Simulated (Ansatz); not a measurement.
# GaSb wire along [110], 36 atoms a period, H-terminated: bands by functional

Aim: is the GaSb wire along [110], 36 atoms a period, H-terminated a metal or a semiconductor?

Main program and level: Ansatz 0.2.0; DFT PBE, plane waves, PAW; relaxation of a wire's period; PAW set soft_1, in the first sound run; inputs show where later runs differ.

## 1. The structure

The cell holds 56 atoms: 18 Sb, 20 H and 18 Ga. Cell: a = 25.800 Å, b = 25.027 Å, c = 4.391 Å, α = 90.0°, β = 90.0°, γ = 90.0°. Vacuum lies along a and b. The structure's axis is c.

## 2. Relaxation of atoms and period

Band widths follow the bond lengths, so the wire is relaxed first. The atoms and the third cell vector are free; the box across stays fixed as vacuum. A Fermi-Dirac smearing is set since the result may be a metal. The pressure printed is a third of the stress's trace over the whole box, vacuum included; only the stress along the axis is relaxed.

Input file input.yaml:

```yaml
crystal:
  lattice:
    - [25.8, 0.0, 0.0]
    - [0.0, 25.027, 0.0]
    - [0.0, 0.0, 4.3911331112]
  atoms:
    - { symbol: Sb, position: [0.170944301, 0.543858043, 0.0] }
    - { symbol: H, position: [0.19576161, 0.683132872, 0.0] }
    - { symbol: Ga, position: [0.23111872, 0.631585959, 0.0] }
    - { symbol: Ga, position: [0.23111872, 0.456130127, 0.0] }
    - { symbol: Sb, position: [0.411641976, 0.543858043, 0.0] }
    - { symbol: Sb, position: [0.411641976, 0.719313875, 0.0] }
    - { symbol: H, position: [0.436459285, 0.858588704, 0.0] }
    - { symbol: Ga, position: [0.471816394, 0.631585959, 0.0] }
    - { symbol: Ga, position: [0.471816394, 0.456130127, 0.0] }
    - { symbol: Ga, position: [0.471816394, 0.807041791, 0.0] }
    - { symbol: Sb, position: [0.65233965, 0.543858043, 0.0] }
    - { symbol: Sb, position: [0.65233965, 0.719313875, 0.0] }
    - { symbol: H, position: [0.691501006, 0.776406975, 0.0] }
    - { symbol: Ga, position: [0.712514069, 0.631585959, 0.0] }
    - { symbol: Ga, position: [0.712514069, 0.456130127, 0.0] }
    - { symbol: H, position: [0.252131783, 0.280674295, 0.174601298] }
    - { symbol: H, position: [0.868220015, 0.543858043, 0.206211457] }
    - { symbol: H, position: [0.747871178, 0.280674295, 0.293788543] }
    - { symbol: H, position: [0.131782946, 0.543858043, 0.325398702] }
    - { symbol: Sb, position: [0.291293138, 0.280674295, 0.5] }
    - { symbol: Sb, position: [0.291293138, 0.631585959, 0.5] }
    - { symbol: Sb, position: [0.291293138, 0.456130127, 0.5] }
    - { symbol: H, position: [0.316110448, 0.141399465, 0.5] }
    - { symbol: H, position: [0.316110448, 0.770860788, 0.5] }
    - { symbol: Ga, position: [0.351467557, 0.192946379, 0.5] }
    - { symbol: Ga, position: [0.351467557, 0.368402211, 0.5] }
    - { symbol: Ga, position: [0.351467557, 0.543858043, 0.5] }
    - { symbol: Ga, position: [0.351467557, 0.719313875, 0.5] }
    - { symbol: Sb, position: [0.531990813, 0.280674295, 0.5] }
    - { symbol: Sb, position: [0.531990813, 0.631585959, 0.5] }
    - { symbol: Sb, position: [0.531990813, 0.456130127, 0.5] }
    - { symbol: Sb, position: [0.531990813, 0.807041791, 0.5] }
    - { symbol: H, position: [0.556808122, 0.141399465, 0.5] }
    - { symbol: H, position: [0.571152168, 0.864134891, 0.5] }
    - { symbol: Ga, position: [0.592165231, 0.192946379, 0.5] }
    - { symbol: Ga, position: [0.592165231, 0.368402211, 0.5] }
    - { symbol: Ga, position: [0.592165231, 0.543858043, 0.5] }
    - { symbol: Ga, position: [0.592165231, 0.719313875, 0.5] }
    - { symbol: Sb, position: [0.772688487, 0.631585959, 0.5] }
    - { symbol: Sb, position: [0.772688487, 0.456130127, 0.5] }
    - { symbol: H, position: [0.811849843, 0.688679059, 0.5] }
    - { symbol: H, position: [0.811849843, 0.399037027, 0.5] }
    - { symbol: Ga, position: [0.832862906, 0.543858043, 0.5] }
    - { symbol: H, position: [0.131782946, 0.543858043, 0.674601298] }
    - { symbol: H, position: [0.747871178, 0.280674295, 0.706211457] }
    - { symbol: H, position: [0.868220015, 0.543858043, 0.793788543] }
    - { symbol: H, position: [0.252131783, 0.280674295, 0.825398702] }
    - { symbol: H, position: [0.19576161, 0.404583214, 0.0] }
    - { symbol: Sb, position: [0.411641976, 0.192946379, 0.0] }
    - { symbol: Sb, position: [0.411641976, 0.368402211, 0.0] }
    - { symbol: H, position: [0.450803331, 0.135853278, 0.0] }
    - { symbol: Ga, position: [0.471816394, 0.280674295, 0.0] }
    - { symbol: Sb, position: [0.65233965, 0.192946379, 0.0] }
    - { symbol: Sb, position: [0.65233965, 0.368402211, 0.0] }
    - { symbol: H, position: [0.691501006, 0.135853278, 0.0] }
    - { symbol: Ga, position: [0.712514069, 0.280674295, 0.0] }
kpoints:
  mp_grid: { grid: [1, 1, 19] }
scf:
  occupations: { method: fermi_dirac, width: 0.05 }
hamiltonian:
  xc: pbe
  pseudopotentials: { kind: paw, azcp: { folder: soft_1 } }
relax:
  cell: { fix: [a, b, alpha, beta, gamma] }
  max_steps: 45
  f_tol: 0.03
```

The run is started by

```bash
ansatz run input.yaml --threads 4 --pin off --max-ram 16384MiB --backend cpu --events-out ev --progress --plain --runs-dir out
```

Numbers of over 12 decimals in the logs are rounded to 6 here.

What it wrote:

```text
Engine: ansatz 0.2.0, aarch64-unknown-linux-gnu
Pseudopotentials: kind: paw
Pseudopotential: Sb, paw, valence charge 15, recommended cutoff 420 eV (normal), soft_1/Sb.paw.azcp
Pseudopotential: H, paw, valence charge 1, recommended cutoff 420 eV (normal), soft_1/H.paw.azcp
Pseudopotential: Ga, paw, valence charge 13, recommended cutoff 420 eV (normal), soft_1/Ga.paw.azcp
Functional definition: PBE
  parameter kappa = 0.804
  parameter beta = 0.066725
  exchange = pbe_x(kappa = kappa, mu = beta*pi^2/3)
  correlation = pbe_c(beta = beta)
Crystal: 56 atoms, lattice volume = 2835.340 Å³
Basis set: ecut = 420 eV, 55539 PW (Γ), exchange–correlation on 360×360×60 points (8 copies of the dense FFT grid, shifted against one another)
Bands: 318, of which v1, the nominal top of the filled ones, is band 262 counted from 1 (261 counted from 0)
Symmetry: 2 space group operations
Space group: Pm (ITA 6), of the structure as read, at distance tolerance 1.4e-4 Å
k-points: 10 of 19
Non-local potential: Sb, projectors of the file, l = 0: 2, l = 1: 2, l = 2: 2, l = 3: 1
Non-local potential: H, projectors of the file, l = 0: 2, l = 1: 1
Non-local potential: Ga, projectors of the file, l = 0: 2, l = 1: 2, l = 2: 3, l = 3: 1
PAW form: soft (Blöchl's): semilocal exchange-correlation on the pseudo side does not see the compensation charge
PAW one-centre angular grid: Sb, 590 points (default); XC on 64 Gauss nodes
PAW one-centre angular grid: H, 110 points (default); XC on 64 Gauss nodes
PAW one-centre angular grid: Ga, 590 points (default); XC on 64 Gauss nodes
Initial density: superposition of atomic densities (neutral atoms: chi_scale 0, normalization atom)
Initial wavefunctions: pseudopotential atomic-orbital guess
Functional: x = pbe(κ = 0.804, μ = 0.219515), c = pbe(β = 0.066725)
SCF iter   1: F=—  HF=-185136.855282 eV  |F-HF|=—  |Δ(HF+E_count)|=         —  Δρ=2.89e-2  dr2=2.56e1  ethr=3.10e-3  ⟨swp⟩=6.1  Hψ=12615  notcnv=0  defer=191
preconditioner: auto → Resta (q_TF=auto, 2.059 Å⁻¹)  ε∞=2.0  [insulator: Δε(μ)=0.727 eV  Ē_g=13.034 eV  σ=0.050 eV  W_gap=1.00  n_scr=438 (ndim 8)  ℏωp=12.9 eV  f_vac=0.524  D(μ)=0.00/eV (n_scr^D=0)  ε∞_Penn≈2.0  vacuum switching on, ρ_ref=1.2e-2 e/Å³]
SCF iter   2: F=—  HF=-185131.446602 eV  |F-HF|=—  |Δ(HF+E_count)|=    5.41e0  Δρ=1.29e-2  dr2=7.76e0  ethr=3.10e-3  ⟨swp⟩=3.0  Hψ=4433  notcnv=0  defer=453
preconditioner: auto → LDOS  [insulator: Δε(μ)=0.133 eV  Ē_g=13.204 eV  σ=0.050 eV  W_gap=0.58  n_scr=438 (ndim 8)  ℏωp=12.9 eV  f_vac=0.534  D(μ)=1.81/eV (n_scr^D=4)  ε∞_Penn≈2.0  β→1.0]
SCF iter   3: F=—  HF=-185132.750859 eV  |F-HF|=—  |Δ(HF+E_count)|=    1.30e0  Δρ=6.49e-3  dr2=1.78e1  ethr=1.48e-3  ⟨swp⟩=3.5  Hψ=7032  notcnv=0  defer=412
SCF iter   4: F=—  HF=-185130.355850 eV  |F-HF|=—  |Δ(HF+E_count)|=    2.40e0  Δρ=2.05e-3  dr2=6.51e-1  ethr=1.48e-3  ⟨swp⟩=3.9  Hψ=8295  notcnv=0  defer=423
SCF iter   5: F=—  HF=-185130.277634 eV  |F-HF|=—  |Δ(HF+E_count)|=   7.82e-2  Δρ=1.23e-3  dr2=1.74e-1  ethr=1.24e-4  ⟨swp⟩=3.6  Hψ=6452  notcnv=0  defer=402
SCF iter   6: F=—  HF=-185130.257981 eV  |F-HF|=—  |Δ(HF+E_count)|=   1.97e-2  Δρ=5.57e-4  dr2=2.37e-2  ethr=3.32e-5  ⟨swp⟩=3.4  Hψ=3511  notcnv=0  defer=402
SCF iter   7: F=—  HF=-185130.256359 eV  |F-HF|=—  |Δ(HF+E_count)|=   1.62e-3  Δρ=2.16e-4  dr2=6.01e-3  ethr=4.52e-6  ⟨swp⟩=2.0  Hψ=3423  notcnv=0  defer=402
SCF iter   8: F=—  HF=-185130.255868 eV  |F-HF|=—  |Δ(HF+E_count)|=   4.92e-4  Δρ=9.76e-5  dr2=7.30e-4  ethr=1.15e-6  ⟨swp⟩=2.0  Hψ=3342  notcnv=0  defer=402
SCF iter   9: F=—  HF=-185130.255835 eV  |F-HF|=—  |Δ(HF+E_count)|=   3.33e-5  Δρ=4.64e-5  dr2=9.82e-5  ethr=1.39e-7  ⟨swp⟩=2.1  Hψ=4332  notcnv=0  defer=400
SCF iter  10: F=—  HF=-185130.255555 eV  |F-HF|=—  |Δ(HF+E_count)|=   2.80e-4  Δρ=2.22e-5  dr2=2.46e-5  ethr=1.87e-8  ⟨swp⟩=2.0  Hψ=4326  notcnv=0  defer=400
SCF iter  11: F=—  HF=-185130.255565 eV  |F-HF|=—  |Δ(HF+E_count)|=   1.01e-5  Δρ=1.02e-5  dr2=3.79e-6  ethr=4.70e-9  ⟨swp⟩=2.0  Hψ=3604  notcnv=0  defer=400
SCF iter  12: F=—  HF=-185130.255569 eV  |F-HF|=—  |Δ(HF+E_count)|=   3.82e-6  Δρ=5.42e-6  dr2=1.49e-6  ethr=7.23e-10  ⟨swp⟩=2.0  Hψ=3604  notcnv=0  defer=400
SCF iter  13: F=—  HF=-185130.255570 eV  |F-HF|=—  |Δ(HF+E_count)|=   1.35e-6  Δρ=2.34e-6  dr2=2.32e-7  ethr=2.85e-10  ⟨swp⟩=2.0  Hψ=3638  notcnv=0  defer=400
SCF iter  14: F=-185130.255571 eV  HF=-185130.255571 eV  |F-HF|=1.74e-7  |Δ(HF+E_count)|=   3.41e-7  Δρ=1.16e-6  dr2=4.19e-8  ethr=1.91e-11  ⟨swp⟩=4.0  Hψ=9899  notcnv=0
SCF 1 converged in 14 iterations: F = -185130.255571 eV  dr2 = 4.19e-8
  greatest PAW one-centre occupation: 0.995 electrons in one spin orbital (limit 2), on the Sb atom at site 19 (counted from 0), in its partial waves of l = 2
relax step   1: F+E_penalty+E_count = -185130.25557077 eV  Δ(F+E_penalty+E_count) = +0.000e0 eV  max|allowed force component| = 1.178e0 eV/Å  Δτ_max = 0.0000 Å  P = -0.143 GPa  Ω = 2835.340 Å³  fix = [a, b, alpha, beta, gamma]  reactions: a -0.277, b -0.308 GPa; gamma -0.008 GPa/rad  (14 SCF iters, dr2 threshold 1.00e-7 eV, accepted)
Crystal: 56 atoms, lattice volume = 2855.980 Å³
Basis set: ecut = 420 eV, 55991 PW (Γ), exchange–correlation on 360×360×60 points (8 copies of the dense FFT grid, shifted against one another)
Initial density: handed on by an earlier stage of this run
Initial wavefunctions: those handed on with the density
iter 1 solved again at ethr=2.17e-4 eV; its pass at ethr=3.10e-3 eV (dr2=1.14e0 eV) is discarded
SCF iter   1: F=—  HF=-185131.471075 eV  |F-HF|=—  |Δ(HF+E_count)|=         —  Δρ=7.59e-3  dr2=1.14e0  ethr=2.17e-4  ⟨swp⟩=6.6  Hψ=16000  notcnv=0  defer=4
preconditioner: auto → Resta (q_TF=auto, 2.057 Å⁻¹)  ε∞=2.0  [insulator: Δε(μ)=0.541 eV  Ē_g=13.113 eV  σ=0.050 eV  W_gap=0.99  n_scr=446 (ndim 8)  ℏωp=12.9 eV  f_vac=0.556  D(μ)=0.02/eV (n_scr^D=0)  ε∞_Penn≈2.0  vacuum switching on, ρ_ref=1.2e-2 e/Å³]
SCF iter   2: F=—  HF=-185131.281313 eV  |F-HF|=—  |Δ(HF+E_count)|=   1.90e-1  Δρ=3.87e-3  dr2=3.18e-1  ethr=2.17e-4  ⟨swp⟩=6.0  Hψ=5168  notcnv=0  defer=120
SCF iter   3: F=—  HF=-185131.277270 eV  |F-HF|=—  |Δ(HF+E_count)|=   4.04e-3  Δρ=1.68e-3  dr2=2.54e-1  ethr=6.07e-5  ⟨swp⟩=3.4  Hψ=4290  notcnv=0  defer=415
SCF iter   4: F=—  HF=-185131.251309 eV  |F-HF|=—  |Δ(HF+E_count)|=   2.60e-2  Δρ=4.59e-4  dr2=3.13e-2  ethr=4.85e-5  ⟨swp⟩=3.0  Hψ=3515  notcnv=0  defer=422
SCF iter   5: F=—  HF=-185131.248554 eV  |F-HF|=—  |Δ(HF+E_count)|=   2.75e-3  Δρ=1.90e-4  dr2=4.40e-3  ethr=5.97e-6  ⟨swp⟩=2.0  Hψ=3235  notcnv=0  defer=422
[...]
Free energy (F): -185131.477192 eV
Harris-Foulkes:  -185131.477192 eV  (|F-HF|=1.38e-7)
Internal energy: -185131.477176 eV  (E = F + TS)
E sigma→0 (E₀):  -185131.477184 eV
Entropy (-TS):   -0.000016 eV (-0.000 meV/atom)
Fermi energy:    0.243890 eV
--- Per-component energies (eV) ---
  E_band       = -8610.700616
  E_kinetic    = 5188.660525
  E_local      = -381342.301973  (includes V_loc(G=0)·N_el)
  E_nonlocal   = 5364.587055
  E_hartree    = 189407.517177
  E_xc         = -3064.510432
  E_vxc        = -2828.767529  (∫ρ·V_xc dr)
  E_paw        = -117668.379275  (= ΣΔE_a)
  E_vpaw       = -13807.891798  (= ΣTr[D̂ρ^β])
  E_aug_tail   = -0.019575  (compensation charges beyond the density's cutoff)
  E_ewald      = 116982.969322
  E_smearing   = -0.000016  (= −TS)
  E_closure    = 0.000000  (closes the sum)
  Σ components = -185131.477192   (vs F -185131.477192, Δ=0.00e0)
--- Forces (eV/Å), atoms counted from 1 ---
  atom   1  Sb    -0.01181910     0.00666878     0.00000000
  atom   2  H     -0.00163484     0.00397447     0.00000000
  atom   3  Ga     0.00308473    -0.00437529     0.00000000
  atom   4  Ga     0.00463029     0.00186643     0.00000000
  atom   5  Sb     0.00131436    -0.00070153     0.00000000
  atom   6  Sb    -0.00046988     0.00510890     0.00000000
  atom   7  H     -0.00288810     0.00148713     0.00000000
  atom   8  Ga    -0.00662179    -0.00652644     0.00000000
  atom   9  Ga     0.00109960     0.00147761     0.00000000
  atom  10  Ga     0.00505647    -0.00031026     0.00000000
  atom  11  Sb     0.00100836     0.00370205     0.00000000
  atom  12  Sb     0.00320550     0.00081848     0.00000000
  atom  13  H     -0.00174068    -0.00128015     0.00000000
  atom  14  Ga     0.00050534    -0.00157280     0.00000000
  atom  15  Ga    -0.00196497     0.00016128     0.00000000
  atom  16  H      0.00052935    -0.00032668    -0.00034503
  atom  17  H      0.00019967    -0.00071103    -0.00214286
  atom  18  H      0.00019907    -0.00022901     0.00093579
  atom  19  H      0.00442277    -0.00135941     0.00261751
  atom  20  Sb    -0.00025302    -0.00535849     0.00000000
  atom  21  Sb     0.00388038    -0.00999464     0.00000000
  atom  22  Sb    -0.00045868     0.00018866     0.00000000
  atom  23  H     -0.00010968     0.00000151     0.00000000
  atom  24  H     -0.00513086     0.00144100     0.00000000
  atom  25  Ga     0.00102371     0.00101169     0.00000000
  atom  26  Ga    -0.00309675    -0.00071049     0.00000000
  atom  27  Ga    -0.00238170     0.00682933     0.00000000
  atom  28  Ga     0.00588086     0.00293041     0.00000000
  atom  29  Sb     0.00111656     0.00162299     0.00000000
  atom  30  Sb     0.00242485     0.00747828     0.00000000
  atom  31  Sb     0.00291730     0.00057681     0.00000000
  atom  32  Sb    -0.00089606     0.00515452     0.00000000
  atom  33  H     -0.00139262    -0.00032559     0.00000000
  atom  34  H      0.00169250    -0.00292165     0.00000000
  atom  35  Ga    -0.00004328    -0.00031628     0.00000000
  atom  36  Ga     0.00139927    -0.00147216     0.00000000
  atom  37  Ga    -0.00298003    -0.00481033     0.00000000
  atom  38  Ga    -0.00303313    -0.00939330     0.00000000
  atom  39  Sb     0.00113799    -0.00371637     0.00000000
  atom  40  Sb    -0.00137879     0.00615620     0.00000000
[...]
atom  45  H      0.00019907    -0.00022901    -0.00093579
  atom  46  H      0.00019967    -0.00071103     0.00214286
  atom  47  H      0.00052935    -0.00032668     0.00034503
  atom  48  H     -0.00215453    -0.00453938     0.00000000
  atom  49  Sb    -0.00083578     0.00128128     0.00000000
  atom  50  Sb    -0.00019550    -0.00109941     0.00000000
  atom  51  H      0.00111896     0.00074508     0.00000000
  atom  52  Ga     0.00064096     0.00441563     0.00000000
  atom  53  Sb    -0.00121399    -0.00333681     0.00000000
  atom  54  Sb    -0.00033417     0.00200959     0.00000000
  atom  55  H     -0.00027584    -0.00024205     0.00000000
  atom  56  Ga     0.00208821     0.00149024     0.00000000
  max |Σ_I F_I| component: 1.23e-6 eV/Å
--- Stress (GPa, compression-positive) ---
       -0.003461      -0.000753       0.000000
       -0.000753      -0.000765       0.000000
        0.000000       0.000000       0.000643
  P = ⅓ Tr σ = -0.0012 GPa (-0.012 kbar)
--- Relaxed structure (6 steps of the walk, 6 accepted, 1 SCFs on fresh bases) ---
  F+E_penalty+E_count = -185131.47719166 eV   max|allowed force component| = 1.182e-2 eV/Å   (the final SCF, on the basis selected at the relaxed cell)
  cell:  # Å, volume = 2864.8927 Å³
    - [25.8, 0, 0.0]
    - [0, 25.027, 0.0]
    - [0.0, 0.0, 4.436902]
  atoms:
    - { symbol: Sb, position: [0.182258, 0.544369, 0] }
    - { symbol: H, position: [0.191986, 0.685442, 0] }
    - { symbol: Ga, position: [0.233489, 0.639715, 0] }
    - { symbol: Ga, position: [0.232872, 0.450050, 0] }
    - { symbol: Sb, position: [0.410925, 0.545410, 0] }
    - { symbol: Sb, position: [0.409953, 0.720941, 0] }
    - { symbol: H, position: [0.436445, 0.863251, 0] }
    - { symbol: Ga, position: [0.470004, 0.634272, 0] }
    - { symbol: Ga, position: [0.473255, 0.459131, 0] }
    - { symbol: Ga, position: [0.467639, 0.809494, 0] }
    - { symbol: Sb, position: [0.650844, 0.542451, 0] }
    - { symbol: Sb, position: [0.648141, 0.712864, 0] }
    - { symbol: H, position: [0.685822, 0.769525, 0] }
    - { symbol: Ga, position: [0.712674, 0.628325, 0] }
    - { symbol: Ga, position: [0.710135, 0.453503, 0] }
    - { symbol: H, position: [0.257522, 0.280601, 0.215633] }
    - { symbol: H, position: [0.868956, 0.542613, 0.187777] }
    - { symbol: H, position: [0.747678, 0.280276, 0.310743] }
    - { symbol: H, position: [0.137338, 0.542641, 0.284108] }
    - { symbol: Sb, position: [0.302324, 0.280804, 0.500000] }
    - { symbol: Sb, position: [0.292101, 0.634910, 0.500000] }
    - { symbol: Sb, position: [0.291445, 0.458413, 0.500000] }
    - { symbol: H, position: [0.313721, 0.137433, 0.500000] }
    - { symbol: H, position: [0.315168, 0.774954, 0.500000] }
    - { symbol: Ga, position: [0.352753, 0.185294, 0.500000] }
    - { symbol: Ga, position: [0.355565, 0.375171, 0.500000] }
    - { symbol: Ga, position: [0.351238, 0.547022, 0.500000] }
    - { symbol: Ga, position: [0.350713, 0.724005, 0.500000] }
    - { symbol: Sb, position: [0.534342, 0.280104, 0.500000] }
    - { symbol: Sb, position: [0.529874, 0.630674, 0.500000] }
    - { symbol: Sb, position: [0.532472, 0.455722, 0.500000] }
    - { symbol: Sb, position: [0.526626, 0.802795, 0.500000] }
    - { symbol: H, position: [0.553500, 0.139455, 0.500000] }
    - { symbol: H, position: [0.567946, 0.856649, 0.500000] }
    - { symbol: Ga, position: [0.591127, 0.188861, 0.500000] }
    - { symbol: Ga, position: [0.594442, 0.368557, 0.500000] }
    - { symbol: Ga, position: [0.591425, 0.543995, 0.500000] }
    - { symbol: Ga, position: [0.589045, 0.718233, 0.500000] }
    - { symbol: Sb, position: [0.771256, 0.623191, 0.500000] }
    - { symbol: Sb, position: [0.769040, 0.462577, 0.500000] }
    - { symbol: H, position: [0.803619, 0.683213, 0.500000] }
    - { symbol: H, position: [0.802881, 0.403535, 0.500000] }
    - { symbol: Ga, position: [0.841829, 0.541275, 0.500000] }
    - { symbol: H, position: [0.137338, 0.542641, 0.715892] }
    - { symbol: H, position: [0.747678, 0.280276, 0.689257] }
    - { symbol: H, position: [0.868956, 0.542613, 0.812223] }
    - { symbol: H, position: [0.257522, 0.280601, 0.784367] }
    - { symbol: H, position: [0.195427, 0.400645, 0] }
    - { symbol: Sb, position: [0.410460, 0.198052, 0] }
    - { symbol: Sb, position: [0.414198, 0.369901, 0] }
    - { symbol: H, position: [0.448648, 0.142056, 0] }
    - { symbol: Ga, position: [0.476057, 0.283113, 0] }
    - { symbol: Sb, position: [0.648782, 0.200001, 0] }
    - { symbol: Sb, position: [0.653345, 0.364561, 0] }
    - { symbol: H, position: [0.683411, 0.141266, 0] }
    - { symbol: Ga, position: [0.720001, 0.279493, 0] }
[key lines of the parts left out:]
SCF converged after 8 iterations
```

The job ended after 49 min (4 threads of Arm Neoverse V1, shared host; peak memory 11 GiB; 3.2 h of CPU time).

Step by step:

```csv
step,energy less that of the first step (eV),largest force component (eV/Å),pressure (GPa),volume (Å³)
1,0.0000,1.1775,-0.14,2835.34
2,-0.9924,0.5320,-0.12,2855.98
3,-1.1871,0.1673,0.01,2864.72
4,-1.1936,0.1696,0.00,2864.14
5,-1.2147,0.0610,-0.01,2865.79
6,-1.2180,0.0117,0.00,2864.89
7*,-1.2216,0.0118,0.00,2864.89
```

Relaxation steps marked * repeat the geometry before them on a plane-wave basis chosen anew for their cell, so energy and pressure can jump there.

Forces are held to the 2 operations that the run works with; a distortion that breaks them can't arise in this run.

```csv
cell as run,before,after,change
c (Å),4.391,4.437,+1.0 %
```

The atoms that moved most (Å, along periodic axes as changes of fractional coordinates times the final cell, across vacuum about the mean position):

```csv
atom,dx,dy,dz,length
Sb1,0.292,0.013,0.000,0.292
Sb20,0.285,0.003,0.000,0.285
H42,-0.231,0.113,0.000,0.257
H41,-0.212,-0.137,0.000,0.253
H55,-0.209,0.135,0.000,0.249
Ga43,0.231,-0.065,0.000,0.240
H44,0.143,-0.030,0.183,0.235
H19,0.143,-0.030,-0.183,0.235
```

This step gave:

```
cell length along the wire : 4.437 Å
```

The cell's length comes to 4.437 Å with spin left out.

(Part 1 of 2 ends here.)

[Logs are printed without paths, hosts, clocks, repeated set-up lines and the standing remarks that a program may print on its own settings, such as how far it seeks lower states.]

[Hosts, paths, dates, database ids (printed as entryN), source tags and the programs' standing remarks are cut or masked in the printed files.]
